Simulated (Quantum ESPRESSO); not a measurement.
# Si3Ge (Pm-3m): zone-centre phonons

Aim: the zone-centre modes of Si3Ge (Pm-3m).

Main program and level: Quantum ESPRESSO 7.5; DFT LDA, scalar-relativistic, plane waves, PseudoDojo norm-conserving pseudopotentials.

The structure was built from a prototype and need not be the compound's stable phase.

### Step 1. Set-up

It takes space group Pm-3m (No. 221, cubic). The conventional cell has a = 3.946 Å, b = 3.946 Å, c = 3.946 Å, α = 90.00°, β = 90.00°, γ = 90.00°. Ge has 12 Si at 2.79 Å nearest. Si has 4 Ge at 2.79 Å and 8 Si at 2.79 Å nearest. Farther neighbours are not listed.

### Step 2. A probe with smearing

A cheap run with smearing and empty bands tells whether the crystal has a gap, which decides between fixed occupations and smearing later on.

Input file probe.in:

```
&control
   calculation = 'scf'
   prefix = 'x'
   outdir = './tmp'
   pseudo_dir = './pseudo'
   tprnfor = .true.
   tstress = .true.
   verbosity = 'high'
/
&system
   ibrav = 1
   celldm(1) = 7.45674462
   nat = 4
   ntyp = 2
   ecutwfc = 70.0
   occupations = 'smearing'
   smearing = 'gaussian'
   degauss = 0.01
/
&electrons
   conv_thr = 1.0d-07
   mixing_beta = 0.7
   electron_maxstep = 100
/
ATOMIC_SPECIES
 Ge     72.6300  Ge.upf
 Si     28.0850  Si.upf
ATOMIC_POSITIONS crystal
 Ge     0.000000000   0.000000000   0.000000000
 Si     0.000000000   0.500000000   0.500000000
 Si     0.500000000   0.000000000   0.500000000
 Si     0.500000000   0.500000000   0.000000000
K_POINTS automatic
 4 4 4 0 0 0
```

Command:

```bash
OMP_NUM_THREADS=1 mpirun -n 4 pw.x -nk 4 -in probe.in > probe.out
```

What it wrote:

```text
[banners, grids, parts of the stress and lines that vanish by symmetry left out]
Program PWSCF v.7.5
     bravais-lattice index     =            1
     lattice parameter (alat)  =       7.4567  a.u.
[...]
kinetic-energy cutoff     =      70.0000  Ry
     charge density cutoff     =     280.0000  Ry
     scf convergence threshold =      1.0E-07
[...]
Exchange-correlation= SLA  PW   NOGX NOGC
                           (   1   4   0   0   0   0   0)
[...]
48 Sym. Ops., with inversion, found
[...]
(     0          1          0      )
                  (     0          0          1      )
[...]
(  0.0000000  1.0000000  0.0000000 )
                  (  0.0000000  0.0000000  1.0000000 )
[...]
(     0         -1          0      )
                  (     0          0          1      )
[...]
(     1          0          0      )
[...]
( -1.0000000  0.0000000  0.0000000 )
                  (  0.0000000  1.0000000  0.0000000 )
[...]
number of k points=    10  Gaussian smearing, width (Ry)=  0.0100
[...]
End of self-consistent calculation
[...]
the Fermi energy is    11.3105 ev
!    total energy              =    -203.89525122 Ry
[...]
convergence has been achieved in   6 iterations
[...]
atom    1 type  1   force =     0.00000000    0.00000000    0.00000000
     atom    2 type  2   force =     0.00000000    0.00000000    0.00000000
     atom    3 type  2   force =     0.00000000    0.00000000    0.00000000
     atom    4 type  2   force =     0.00000000    0.00000000    0.00000000
[...]
Total force =     0.000000     Total SCF correction =     0.000000
[...]
total   stress  (Ry/bohr**3)                   (kbar)     P=       -3.19
[...]
XML data file, charge density, pseudopotentials, collected wavefunctions

   JOB DONE.
```

Wall time 3.2 s (4 MPI ranks of Arm Neoverse V2, shared host).

Read from the output:

```yaml
volume_per_atom: 15.36 Å³
pressure: -0.319 GPa
gap_on_the_k_mesh: 0 eV
```

No gap opens on this mesh, so smearing is kept; the start stands at -0.32 GPa.

### Step 3. Relaxation

Frequencies change by per cents with a per cent of volume, so the structure is first brought to rest at this level of theory.

Input file relax.in:

```
&control
   calculation = 'vc-relax'
   prefix = 'x'
   outdir = './tmp'
   pseudo_dir = './pseudo'
   tprnfor = .true.
   tstress = .true.
   forc_conv_thr = 2.0d-05
   etot_conv_thr = 1.0d-07
   nstep = 40
/
&system
   ibrav = 1
   celldm(1) = 7.45674462
   nat = 4
   ntyp = 2
   ecutwfc = 70.0
   occupations = 'smearing'
   smearing = 'mv'
   degauss = 0.02
/
&electrons
   conv_thr = 1.0d-11
   mixing_beta = 0.7
   electron_maxstep = 100
/
&ions
/
&cell
   press_conv_thr = 0.2
/
ATOMIC_SPECIES
 Ge     72.6300  Ge.upf
 Si     28.0850  Si.upf
ATOMIC_POSITIONS crystal
 Ge     0.000000000   0.000000000   0.000000000
 Si     0.000000000   0.500000000   0.500000000
 Si     0.500000000   0.000000000   0.500000000
 Si     0.500000000   0.500000000   0.000000000
K_POINTS automatic
 8 8 8 0 0 0
```

Command:

```bash
OMP_NUM_THREADS=1 mpirun -n 4 pw.x -nk 4 -in relax.in > relax.out
```

What it wrote:

```text
[banners, grids, parts of the stress and lines that vanish by symmetry left out]
[banner, memory and clock lines left out]
Program PWSCF v.7.5

[...]
kinetic-energy cutoff     =      70.0000  Ry
     charge density cutoff     =     280.0000  Ry
     scf convergence threshold =      1.0E-11
[...]
energy convergence thresh.=      1.0E-07
     force convergence thresh. =      2.0E-05
     press convergence thresh. =      2.0E-01
     Exchange-correlation= SLA  PW   NOGX NOGC
                           (   1   4   0   0   0   0   0)
[...]
48 Sym. Ops., with inversion, found
[...]
number of k points=    35  Marzari-Vanderbilt smearing, width (Ry)=  0.0200
[...]
c_bands:  1 eigenvalues not converged
[...]
End of self-consistent calculation
[...]
the Fermi energy is    11.2844 ev
!    total energy              =    -203.89919127 Ry
[...]
convergence has been achieved in   9 iterations
[...]
atom    1 type  1   force =     0.00000000    0.00000000    0.00000000
     atom    2 type  2   force =     0.00000000    0.00000000    0.00000000
     atom    3 type  2   force =     0.00000000    0.00000000    0.00000000
     atom    4 type  2   force =     0.00000000    0.00000000    0.00000000
     Total force =     0.000000     Total SCF correction =     0.000000
[...]
total   stress  (Ry/bohr**3)                   (kbar)     P=      -13.26
[...]
number of bfgs steps    =   0
[...]
CELL_PARAMETERS (alat=  7.45674462)
[...]
ATOMIC_POSITIONS (crystal)
Ge               0.0000000000        0.0000000000        0.0000000000
Si               0.0000000000        0.5000000000        0.5000000000
Si               0.5000000000        0.0000000000        0.5000000000
Si               0.5000000000        0.5000000000        0.0000000000
[...]
New effective cutoffs (rho, wfc):  281.01   70.31
[...]
End of self-consistent calculation
[...]
the Fermi energy is    11.3877 ev
!    total energy              =    -203.89938930 Ry
[...]
convergence has been achieved in   5 iterations
[...]
atom    1 type  1   force =     0.00000000    0.00000000    0.00000000
     atom    2 type  2   force =     0.00000000    0.00000000    0.00000000
     atom    3 type  2   force =     0.00000000    0.00000000    0.00000000
     atom    4 type  2   force =     0.00000000    0.00000000    0.00000000
     Total force =     0.000000     Total SCF correction =     0.000000
[...]
total   stress  (Ry/bohr**3)                   (kbar)     P=       -7.55
[...]
number of bfgs steps    =   1
[...]
CELL_PARAMETERS (alat=  7.45674462)
[...]
ATOMIC_POSITIONS (crystal)
[...]
New effective cutoffs (rho, wfc):  282.68   70.72
[...]
End of self-consistent calculation
[...]
the Fermi energy is    11.5241 ev
!    total energy              =    -203.89948195 Ry
[...]
convergence has been achieved in   7 iterations
[...]
atom    1 type  1   force =     0.00000000    0.00000000    0.00000000
     atom    2 type  2   force =     0.00000000    0.00000000    0.00000000
     atom    3 type  2   force =     0.00000000    0.00000000    0.00000000
     atom    4 type  2   force =     0.00000000    0.00000000    0.00000000
     Total force =     0.000000     Total SCF correction =     0.000000
[...]
total   stress  (Ry/bohr**3)                   (kbar)     P=        0.10
[...]
number of bfgs steps    =   2
[...]
CELL_PARAMETERS (alat=  7.45674462)
[...]
ATOMIC_POSITIONS (crystal)
[...]
New effective cutoffs (rho, wfc):  282.65   70.72
[...]
End of self-consistent calculation
[...]
the Fermi energy is    11.5222 ev
!    total energy              =    -203.89948197 Ry
[...]
convergence has been achieved in   4 iterations
[...]
atom    1 type  1   force =     0.00000000    0.00000000    0.00000000
     atom    2 type  2   force =     0.00000000    0.00000000    0.00000000
     atom    3 type  2   force =     0.00000000    0.00000000    0.00000000
     atom    4 type  2   force =     0.00000000    0.00000000    0.00000000
     Total force =     0.000000     Total SCF correction =     0.000000
[...]
total   stress  (Ry/bohr**3)                   (kbar)     P=       -0.00
[...]
bfgs converged in   4 scf cycles and   3 bfgs steps
[...]
End of BFGS Geometry Optimization
     Final enthalpy           =    -203.8994819680 Ry
     File ./tmp/x.bfgs deleted, as requested
[...]
CELL_PARAMETERS (alat=  7.45674462)
[...]
ATOMIC_POSITIONS (crystal)
[...]
Si               0.5000000000        0.0000000000        0.5000000000
Si               0.5000000000        0.5000000000        0.0000000000
[...]
Final scf calculation at the relaxed structure.
[...]
kinetic-energy cutoff     =      70.0000  Ry
     charge density cutoff     =     280.0000  Ry
     scf convergence threshold =      1.0E-13
[...]
press convergence thresh. =      2.0E-01
     Exchange-correlation= SLA  PW   NOGX NOGC
                           (   1   4   0   0   0   0   0)
[...]
48 Sym. Ops., with inversion, found
[...]
number of k points=    35  Marzari-Vanderbilt smearing, width (Ry)=  0.0200
[...]
c_bands:  1 eigenvalues not converged
[...]
End of self-consistent calculation
[...]
the Fermi energy is    11.5222 ev
!    total energy              =    -203.89919586 Ry
[...]
convergence has been achieved in  12 iterations
[...]
atom    1 type  1   force =     0.00000000    0.00000000    0.00000000
     atom    2 type  2   force =     0.00000000    0.00000000    0.00000000
     atom    3 type  2   force =     0.00000000    0.00000000    0.00000000
     atom    4 type  2   force =     0.00000000    0.00000000    0.00000000
     Total force =     0.000000     Total SCF correction =     0.000000
[...]
total   stress  (Ry/bohr**3)                   (kbar)     P=       -1.82
[...]
XML data file, charge density, pseudopotentials, collected wavefunctions
```

Elapsed: 40 s, on 4 MPI ranks; 2.6 min of CPU time.

Relaxation path:

```tsv
step	energy less that of the first step (eV)	largest force (eV/Å)	pressure (GPa)	volume (Å³)
1	0.0000	0.0000	-1.33	61.44
2	-0.0027	0.0000	-0.76	61.03
3	-0.0040	0.0000	0.01	60.49
4	-0.0040	0.0000	0.00	60.49
5	-0.0001	0.0000	-0.18	60.49
```

```tsv
conventional cell, symmetrised	before	after	change
a (Å)	3.946	3.926	-0.5 %
b (Å)	3.946	3.926	-0.5 %
c (Å)	3.946	3.926	-0.5 %
volume (Å³/atom)	15.36	15.12	-1.5 %
```

The relaxed structure:

```cif
data_structure
_symmetry_space_group_name_H-M 'P 1'
_symmetry_Int_Tables_number 1
_cell_length_a 3.9256
_cell_length_b 3.9256
_cell_length_c 3.9256
_cell_angle_alpha 90.000
_cell_angle_beta 90.000
_cell_angle_gamma 90.000
_cell_volume 60.49
loop_
_atom_site_label
_atom_site_type_symbol
_atom_site_fract_x
_atom_site_fract_y
_atom_site_fract_z
_atom_site_occupancy
Ge1 Ge 0.00000 0.00000 0.00000 1
Si2 Si 0.00000 0.50000 0.50000 1
Si3 Si 0.50000 0.00000 0.50000 1
Si4 Si 0.50000 0.50000 0.00000 1
```

The last row of the table of steps is pw.x's closing run on a basis chosen anew for the final cell, so its energy can jump.

Numbers from this step:

| Quantity | Value |
| --- | --- |
| volume per atom | 15.12 Å³ |
| pressure | -0.1820 GPa |

The volume changes by -1.5 % from the cell with which this run began.

### Step 4. Relaxing the cell and atoms

A variable-cell run keeps the plane waves of its start, so its end shows a stress on a fresh basis; a second run from that cell removes it.

relax.in, as its differences from that of step 3:

```diff
@@ -13,3 +13,3 @@
    ibrav = 1
-   celldm(1) = 7.45674462
+   celldm(1) = 7.41824975
    nat = 4
```

What it wrote:

```text
[banners, grids, parts of the stress and lines that vanish by symmetry left out]
[banner, memory and clock lines left out]
Program PWSCF v.7.5

[...]
kinetic-energy cutoff     =      70.0000  Ry
     charge density cutoff     =     280.0000  Ry
     scf convergence threshold =      1.0E-11
[...]
energy convergence thresh.=      1.0E-07
     force convergence thresh. =      2.0E-05
     press convergence thresh. =      2.0E-01
     Exchange-correlation= SLA  PW   NOGX NOGC
                           (   1   4   0   0   0   0   0)
[...]
48 Sym. Ops., with inversion, found
[...]
number of k points=    35  Marzari-Vanderbilt smearing, width (Ry)=  0.0200
[...]
End of self-consistent calculation
[...]
the Fermi energy is    11.5222 ev
!    total energy              =    -203.89919586 Ry
[...]
convergence has been achieved in  10 iterations
[...]
atom    1 type  1   force =     0.00000000    0.00000000    0.00000000
     atom    2 type  2   force =     0.00000000    0.00000000    0.00000000
     atom    3 type  2   force =     0.00000000    0.00000000    0.00000000
     atom    4 type  2   force =     0.00000000    0.00000000    0.00000000
     Total force =     0.000000     Total SCF correction =     0.000000
[...]
total   stress  (Ry/bohr**3)                   (kbar)     P=       -1.82
[...]
number of bfgs steps    =   0
[...]
CELL_PARAMETERS (alat=  7.41824975)
[...]
ATOMIC_POSITIONS (crystal)
Ge               0.0000000000        0.0000000000        0.0000000000
Si               0.0000000000        0.5000000000        0.5000000000
Si               0.5000000000        0.0000000000        0.5000000000
Si               0.5000000000        0.5000000000        0.0000000000
[...]
New effective cutoffs (rho, wfc):  279.96   70.03
[...]
End of self-consistent calculation
[...]
the Fermi energy is    11.5365 ev
!    total energy              =    -203.89919946 Ry
[...]
convergence has been achieved in   5 iterations
[...]
atom    1 type  1   force =     0.00000000    0.00000000    0.00000000
     atom    2 type  2   force =     0.00000000    0.00000000    0.00000000
     atom    3 type  2   force =     0.00000000    0.00000000    0.00000000
     atom    4 type  2   force =     0.00000000    0.00000000    0.00000000
     Total force =     0.000000     Total SCF correction =     0.000000
[...]
total   stress  (Ry/bohr**3)                   (kbar)     P=       -0.98
[...]
number of bfgs steps    =   1
[...]
CELL_PARAMETERS (alat=  7.41824975)
[...]
ATOMIC_POSITIONS (crystal)
[...]
New effective cutoffs (rho, wfc):  280.16   70.08
[...]
End of self-consistent calculation
[...]
the Fermi energy is    11.5534 ev
!    total energy              =    -203.89920095 Ry
[...]
convergence has been achieved in   6 iterations
[...]
atom    1 type  1   force =     0.00000000    0.00000000    0.00000000
     atom    2 type  2   force =     0.00000000    0.00000000    0.00000000
     atom    3 type  2   force =     0.00000000    0.00000000    0.00000000
     atom    4 type  2   force =     0.00000000    0.00000000    0.00000000
     Total force =     0.000000     Total SCF correction =     0.000000
[...]
total   stress  (Ry/bohr**3)                   (kbar)     P=        0.00
[...]
number of bfgs steps    =   2
[...]
small trust_radius: resetting bfgs history
[...]
CELL_PARAMETERS (alat=  7.41824975)
[...]
ATOMIC_POSITIONS (crystal)
[...]
New effective cutoffs (rho, wfc):  280.16   70.08
[...]
End of self-consistent calculation
[...]
the Fermi energy is    11.5534 ev
!    total energy              =    -203.89920095 Ry
[...]
convergence has been achieved in   1 iterations
[...]
atom    1 type  1   force =     0.00000000    0.00000000    0.00000000
     atom    2 type  2   force =     0.00000000    0.00000000    0.00000000
     atom    3 type  2   force =     0.00000000    0.00000000    0.00000000
     atom    4 type  2   force =     0.00000000    0.00000000    0.00000000
     Total force =     0.000000     Total SCF correction =     0.000000
[...]
total   stress  (Ry/bohr**3)                   (kbar)     P=       -0.00
[...]
bfgs converged in   4 scf cycles and   3 bfgs steps
[...]
End of BFGS Geometry Optimization
     Final enthalpy           =    -203.8992009533 Ry
     File ./tmp/x.bfgs deleted, as requested
[...]
CELL_PARAMETERS (alat=  7.41824975)
[...]
ATOMIC_POSITIONS (crystal)
[...]
Si               0.5000000000        0.0000000000        0.5000000000
Si               0.5000000000        0.5000000000        0.0000000000
[...]
Final scf calculation at the relaxed structure.
[...]
kinetic-energy cutoff     =      70.0000  Ry
     charge density cutoff     =     280.0000  Ry
     scf convergence threshold =      1.0E-13
[...]
press convergence thresh. =      2.0E-01
     Exchange-correlation= SLA  PW   NOGX NOGC
                           (   1   4   0   0   0   0   0)
[...]
48 Sym. Ops., with inversion, found
[...]
number of k points=    35  Marzari-Vanderbilt smearing, width (Ry)=  0.0200
[...]
c_bands:  2 eigenvalues not converged
[...]
End of self-consistent calculation
[...]
the Fermi energy is    11.5534 ev
!    total energy              =    -203.89916599 Ry
[...]
convergence has been achieved in  11 iterations
[...]
atom    1 type  1   force =     0.00000000    0.00000000    0.00000000
     atom    2 type  2   force =     0.00000000    0.00000000    0.00000000
     atom    3 type  2   force =     0.00000000    0.00000000    0.00000000
     atom    4 type  2   force =     0.00000000    0.00000000    0.00000000
     Total force =     0.000000     Total SCF correction =     0.000000
[...]
total   stress  (Ry/bohr**3)                   (kbar)     P=       -0.22
[...]
XML data file, charge density, pseudopotentials, collected wavefunctions
```

The job ended after 34 s (4 MPI ranks; 2.3 min of CPU time).

Little changed from the start: no atom moved by 0.005 Å and no cell edge by 0.1 %.

The last row of the table of steps is pw.x's closing run on a basis chosen anew for the final cell, so its energy can jump.

This step gave:

- volume per atom: 15.09 Å³
- pressure: -0.02200 GPa

The volume changes by -0.2 % from the cell with which this run began.

### Step 5. Ground state

Perturbation theory inherits every error of the wavefunctions, so the threshold is set near the limit of the arithmetic. Smearing stays on, as the first look found no gap above 0.3 eV.

Input file scf.in:

```
&control
   calculation = 'scf'
   prefix = 'x'
   outdir = './tmp'
   pseudo_dir = './pseudo'
   tprnfor = .true.
   tstress = .true.
/
&system
   ibrav = 1
   celldm(1) = 7.41325692
   nat = 4
   ntyp = 2
   ecutwfc = 70.0
   occupations = 'smearing'
   smearing = 'mv'
   degauss = 0.02
/
&electrons
   conv_thr = 1.0d-12
   mixing_beta = 0.7
   electron_maxstep = 100
/
ATOMIC_SPECIES
 Ge     72.6300  Ge.upf
 Si     28.0850  Si.upf
ATOMIC_POSITIONS crystal
 Ge     0.000000000   0.000000000   0.000000000
 Si     0.000000000   0.500000000   0.500000000
 Si     0.500000000   0.000000000   0.500000000
 Si     0.500000000   0.500000000   0.000000000
K_POINTS automatic
 8 8 8 0 0 0
```

Command:

```bash
OMP_NUM_THREADS=1 mpirun -n 4 pw.x -nk 4 -in scf.in > scf.out
```

What it wrote:

```text
[banners, grids, parts of the stress and lines that vanish by symmetry left out]
[banner, memory and clock lines left out]
Program PWSCF v.7.5

[...]
kinetic-energy cutoff     =      70.0000  Ry
     charge density cutoff     =     280.0000  Ry
     scf convergence threshold =      1.0E-12
[...]
Exchange-correlation= SLA  PW   NOGX NOGC
                           (   1   4   0   0   0   0   0)
[...]
48 Sym. Ops., with inversion, found
[...]
number of k points=    35  Marzari-Vanderbilt smearing, width (Ry)=  0.0200
[...]
c_bands:  1 eigenvalues not converged
[...]
End of self-consistent calculation
[...]
the Fermi energy is    11.5534 ev
!    total energy              =    -203.89916599 Ry
[...]
convergence has been achieved in  10 iterations
[...]
atom    1 type  1   force =     0.00000000    0.00000000    0.00000000
     atom    2 type  2   force =     0.00000000    0.00000000    0.00000000
     atom    3 type  2   force =     0.00000000    0.00000000    0.00000000
     atom    4 type  2   force =     0.00000000    0.00000000    0.00000000
     Total force =     0.000000     Total SCF correction =     0.000000
[...]
total   stress  (Ry/bohr**3)                   (kbar)     P=       -0.22
[...]
XML data file, charge density, pseudopotentials, collected wavefunctions
```

Wall time 9.8 s (4 MPI ranks).

The cell stands at -0.022 GPa, close enough for phonons.

(Continued in part 2 of 2.)

[Host names and launcher messages were left out of these logs when they were recorded.]

[Logs are printed without paths, hosts, clocks, repeated set-up lines and the standing remarks that a program may print on its own settings, such as how far it seeks lower states.]

[Hosts, paths, dates, database ids (printed as entryN), source tags and the programs' standing remarks are cut or masked in the printed files.]
